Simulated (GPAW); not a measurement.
# The basis that the transmission of benzene-1,4-diselenol between two Ag chains needs, part 2 of 2

How well does benzene-1,4-diselenol between two Ag chains conduct at low bias, and how far do basis and functional move the answer?

GPAW 26.7.0; GPAW LCAO, PAW setups; Landauer transmission from Green's functions with principal layers (ASE), zero bias.

So far, transmission at the Fermi level (one spin): step 2 (double-zeta polarised basis, PBE, GPAW) 0.513; step 3 (basis szp(dzp), PBE, GPAW) 0.349; step 4 (basis sz(dzp), PBE, GPAW) 0.313; step 5 (LDA) 0.541; step 8 (density threshold 1e-06: conv = 1e-06, PBE, GPAW) 0.513. Also open channels of the lead at the Fermi level (one spin): 1 in steps 2, 3, 5 and 8.

**9. Smearing 0.01: width = 0.01**

Smearing helps the SCF of a metal converge, but it blurs occupations at band edges near the Fermi level.

run.py reads:

```python
import json
import numpy as np
from ase import Atoms
from ase.transport.calculators import TransportCalculator
from gpaw import GPAW, FermiDirac
from gpaw.lcao.tools import get_lcao_hamiltonian
from scipy.linalg import eigh

# The junction with lead layers at both ends, along the third cell vector
device = Atoms(
    ['Ag', 'Ag', 'Ag', 'Ag', 'Ag', 'Ag', 'Se', 'C', 'H', 'H', 'C', 'C', 'C', 'C', 'H', 'H', 'C', 'Se', 'Ag', 'Ag', 'Ag', 'Ag', 'Ag', 'Ag'],
    positions=[
        [5.40150, 5.07503, 1.33000],
        [5.40150, 5.07503, 3.99000],
        [5.40150, 5.07503, 6.65000],
        [5.40150, 5.07503, 9.31000],
        [5.40150, 5.07503, 11.97000],
        [5.40150, 5.07503, 14.63000],
        [5.40150, 3.25144, 16.46919],
        [5.40150, 3.25000, 18.38820],
        [3.25000, 3.25068, 18.55196],
        [7.55301, 3.25068, 18.55196],
        [4.18982, 3.25009, 19.08901],
        [6.61319, 3.25008, 19.08901],
        [4.18982, 3.25009, 20.48769],
        [6.61319, 3.25009, 20.48769],
        [3.25000, 3.25068, 21.02473],
        [7.55301, 3.25068, 21.02473],
        [5.40150, 3.25000, 21.18850],
        [5.40150, 3.25144, 23.10751],
        [5.40150, 5.07503, 24.94670],
        [5.40150, 5.07503, 27.60670],
        [5.40150, 5.07503, 30.26670],
        [5.40150, 5.07503, 32.92670],
        [5.40150, 5.07503, 35.58670],
        [5.40150, 5.07503, 38.24670]],
    cell=[[10.80301, 0.0, 0.0], [0.0, 10.15006, 0.0], [0.0, 0.0, 39.5767]],
    pbc=True)

# One principal layer of the lead: the first 4 atoms of the device
lead = Atoms(
    ['Ag', 'Ag', 'Ag', 'Ag'],
    positions=[
        [5.40150, 5.07503, 1.33000],
        [5.40150, 5.07503, 3.99000],
        [5.40150, 5.07503, 6.65000],
        [5.40150, 5.07503, 9.31000]],
    cell=[[10.80301, 0.0, 0.0], [0.0, 10.15006, 0.0], [0.0, 0.0, 10.64]],
    pbc=True)

settings = dict(mode='lcao', basis='dzp', xc='PBE', h=0.2,
                occupations=FermiDirac(0.01), maxiter=250,
                mixer=dict(beta=0.1, nmaxold=8, weight=100.0),
                convergence=dict(density=0.0001))
energies = np.arange(-2, 2 + 1e-9, 0.05)
eta = 0.0001
n1, n2 = 1, 1
# k and -k transmit alike, so half of the mesh across the current serves
mesh = [(i, j) for i in range(n1) for j in range(n2) if (i, j) <= (-i % n1, -j % n2)]
weights = np.array([1 if (i, j) == (-i % n1, -j % n2) else 2 for i, j in mesh]) / (n1 * n2)

# [... helper functions left out ...]
fermi_lead = ground_state(lead, (1, 1, 11), 'lead.txt')
fermi_device = ground_state(device, (1, 1, 2), 'device.txt')
# [... loop over the mesh left out, but for ...]
        # Shift the lead onto the potential of the device's first layer
        shift = ((H[:, 0, 0] - H0[:, 0, 0]) / S0[0, 0]).real.mean()
# [...]
kT = 8.617333e-5 * 300
bias = [0.1, 0.2, 0.5, 1.0, 1.5, 2.0]
# [... integrals and printing left out ...]
```

Started as:

```console
OMP_NUM_THREADS=1 OPENBLAS_NUM_THREADS=1 python run.py
```

Run time: 2.5 min. Hardware: 1 thread of Arm Neoverse V1, shared host; peak memory 1.9 GiB.

Numbers from this step:

- conductance: 0.8295 G₀
- thermopower: 17.94 μV/K
- largest misfit of the first principal layer: 0.05881 eV
- shift that aligns the lead: -0.01473 eV
- transmission at the Fermi level (one spin): 0.8465

One spin. The transmission, zone mean by energy, zero at the Fermi level:

energy (eV), transmission, zone mean and a bar:
```
    -2.00      0.124 ####
    -1.90      0.079 ##
    -1.80      0.029 #
    -1.70      0.000 
    -1.55      0.000 
    -1.45      0.000 
    -1.35      0.000 
    -1.25      0.000 
    -1.15      0.000 
    -1.05      0.004 
    -0.90      0.922 ############################
    -0.80      0.550 #################
    -0.70      0.392 ############
    -0.60      0.400 ############
    -0.50      0.503 ###############
    -0.40      0.676 ####################
    -0.25      0.924 ############################
    -0.15      0.996 ##############################
    -0.05      0.939 ############################
     0.00      0.846 #########################
     0.05      0.722 ######################
     0.15      0.461 ##############
     0.25      0.277 ########
     0.40      0.139 ####
     0.50      0.097 ###
     0.60      0.072 ##
     0.70      0.056 ##
     0.80      0.046 #
     0.90      0.038 #
     1.05      0.031 #
     1.15      0.027 #
     1.25      0.024 #
     1.35      0.021 #
     1.45      0.019 #
     1.55      0.018 #
     1.70      0.017 
     1.80      0.016 
     1.90      0.016 
     2.00      0.016
```

Crossings of the lead's bands, unfolded to its shortest repeat. Open channels, zone mean against energy, zero at the Fermi level:

```csv
energy (eV),"open channels, zone mean"
-2.000,3
-1.800,3
-1.600,0
-1.400,0
-1.200,0
-1.000,1
-0.800,1
-0.600,1
-0.400,1
-0.200,1
0.000,1
0.200,1
0.400,1
0.600,1
0.800,1
1.000,1
1.200,1
1.400,1
1.600,1
1.800,1
2.000,1
```

Not self-consistent under bias; the bias window is split evenly. The current through one cell, from the zero-bias transmission by bias:

```csv
bias (V),"current through one cell, from the zero-bias transmission (μA)"
0.100,6.39
0.200,12.6
0.500,28.7
1.000,45.9
1.500,55.6
2.000,66.1
```

Transmission of the three most open eigenchannels against energy, zero at the Fermi level:

```csv
energy (eV),channel 1,channel 2,channel 3
-2.00,0.0648,0.0591,2.3e-5
-1.90,0.0434,0.0352,2.1e-5
-1.80,0.0181,0.0111,5.0e-6
-1.70,4.7e-4,6.5e-12,0
-1.55,0,0,0
-1.45,0,0,0
-1.35,0,0,0
-1.25,0,0,0
-1.15,0,0,0
-1.05,0.00392,2.7e-11,0
-0.90,0.922,0,0
-0.80,0.550,0,0
-0.70,0.392,0,0
-0.60,0.400,0,0
-0.50,0.503,0,0
-0.40,0.676,0,0
-0.25,0.924,0,0
-0.15,0.996,0,0
-0.05,0.939,0,0
0.00,0.846,0,0
0.05,0.722,0,0
0.15,0.461,0,0
0.25,0.277,0,0
0.40,0.139,0,0
0.50,0.0968,0,0
0.60,0.0719,0,0
0.70,0.0563,0,0
0.80,0.0459,0,0
0.90,0.0385,0,0
1.05,0.0307,0,0
1.15,0.0268,0,0
1.25,0.0238,0,0
1.35,0.0213,0,0
1.45,0.0194,0,0
1.55,0.0180,0,0
1.70,0.0165,0,0
1.80,0.0160,0,0
1.90,0.0157,0,0
2.00,0.0156,0,0
```

The conductance, 0.830 G₀, lies 60 % above that of the dzp run.

**10. Outcome**

```
conductance                                        : 0.517 G₀
transmission at the Fermi level, mean of the spins : 0.513
thermopower                                        : 27.3 μV/K
open channels of the lead there                    : 1
```

**Reading.** In the dzp basis the junction conducts 0.517 G₀ at 300 K, with T = 0.513 a spin at the Fermi level; no smaller basis tried comes within 10 % of that conductance. The scatterer reflects about 49 % of the incoming channels at the Fermi level. At the Fermi level one eigenchannel carries the current (0.51). The positive thermopower says that the thermally weighted transmission is larger below the Fermi level, as for hole-like transport. Measured against the first run (dzp), the nearest curve is that of dzp-LDA (r.m.s. 0.029) and the farthest that of sz (0.098). Over the compared runs wall time goes from 62 s (sz) to 132 s (dzp), on a shared host. A change of numerical settings alone (smearing 0.01) gives 0.830 G₀, so the conductance is not converged in them and the ranking of the bases holds for these settings only. The geometry was built from estimated bond lengths and not relaxed, so the numbers describe this model structure. Semilocal functionals put molecular levels too near the Fermi level, so such conductances usually come out too high, and chain electrodes have a sharper density of states than real ones. An evenly spaced straight chain is an idealisation: free chains tend to dimerise, zigzag or, where a band edge lies near the Fermi level, turn magnetic. The currents use the zero-bias T(E) throughout, which holds only while the bias is small against the distance to the nearest feature. The energy step is wider than the thermal energy, so the conductance and thermopower rest on interpolation of T(E).

[Logs are printed without paths, hosts, clocks, repeated set-up lines and the standing remarks that a program may print on its own settings, such as how far it seeks lower states.]

[Hosts, paths, dates, database ids (printed as entryN), source tags and the programs' standing remarks are cut or masked in the printed files.]
